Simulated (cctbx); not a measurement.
**Be11Rh2: precision against data quality**

Space group I-43m (no. 217), a = 7.6690 Å, b = 7.6690 Å, c = 7.6690 Å, α = 90.00°, β = 90.00°, γ = 90.00°.

```csv
atom,mult.,x,y,z,Ueq (Å²)
Rh1,8,0.3272,0.3272,0.3272,0.0180
Be1,12,0,0,0.6483,0.0317
Be2,24,0.1909,0.5443,0.1909,0.0362
Be3,8,0.1036,0.1036,0.1036,0.0245
```

This is a model crystal, built by substitution and not relaxed, with assumed displacement parameters.

Five simulated data sets (cctbx; Mo Kα, λ = 0.71073 Å; 4 % proportional error) differ in resolution or exposure (noise floor 2 counts in the first three, 8 in the last two). Each is refined with the right model, isotropic at 1.1 Å and anisotropic otherwise. How do the figures of merit and the uncertainties move?

| d min (Å) | top counts | ⟨I/σ⟩ (unmerged, absences included) | unique | param. (scale apart) | Rint | R1 | GooF | largest s.u. xyz (fractional) | s.u. U of Be1 (Å²) | largest error (Å) |
| --- | --- | --- | --- | --- | --- | --- | --- | --- | --- | --- |
| 1.1 | 40000 | 11.2 | 44 | 9 | 0.034 | 0.0047 | 1.21 | 0.00100 | 0.0030 | 0.0117 |
| 0.84 | 40000 | 9.9 | 90 | 16 | 0.031 | 0.0052 | 0.97 | 0.00116 | 0.0014 | 0.0037 |
| 0.6 | 40000 | 8.5 | 229 | 16 | 0.036 | 0.0057 | 0.97 | 0.00035 | 0.0006 | 0.0032 |
| 0.75 | 300 | 1.0 | 125 | 16 | 0.309 | 0.0438 | 0.96 | 0.00879 | 0.0098 | 0.2268 |
| 0.75 | 3000 | 4.3 | 125 | 16 | 0.065 | 0.0106 | 0.98 | 0.00191 | 0.0027 | 0.0220 |

The number of reflections grows roughly as 1/d³: 44, 90 and 229 here. R1 follows the noise rather than the truth: at 300 counts it is 0.0438, at 3000 counts 0.0106, while GooF is 0.96 and 0.98: the weights 1/σ² carry the noise. The s.u. of U (U11 where anisotropic) for Be1 goes 0.0030, 0.0014, 0.0006 Å² with resolution and 0.0098, 0.0027 Å² with exposure.

The 1.1 Å row also differs in its displacement model, so it isn't a clean test of resolution.

Hardware for the 0.6 Å refinement: 0.53 s on 1 thread of Arm Neoverse V2, on a shared host, peak memory 0.09 GiB.

[Logs are printed without paths, hosts, clocks, repeated set-up lines and the standing remarks that a program may print on its own settings, such as how far it seeks lower states.]
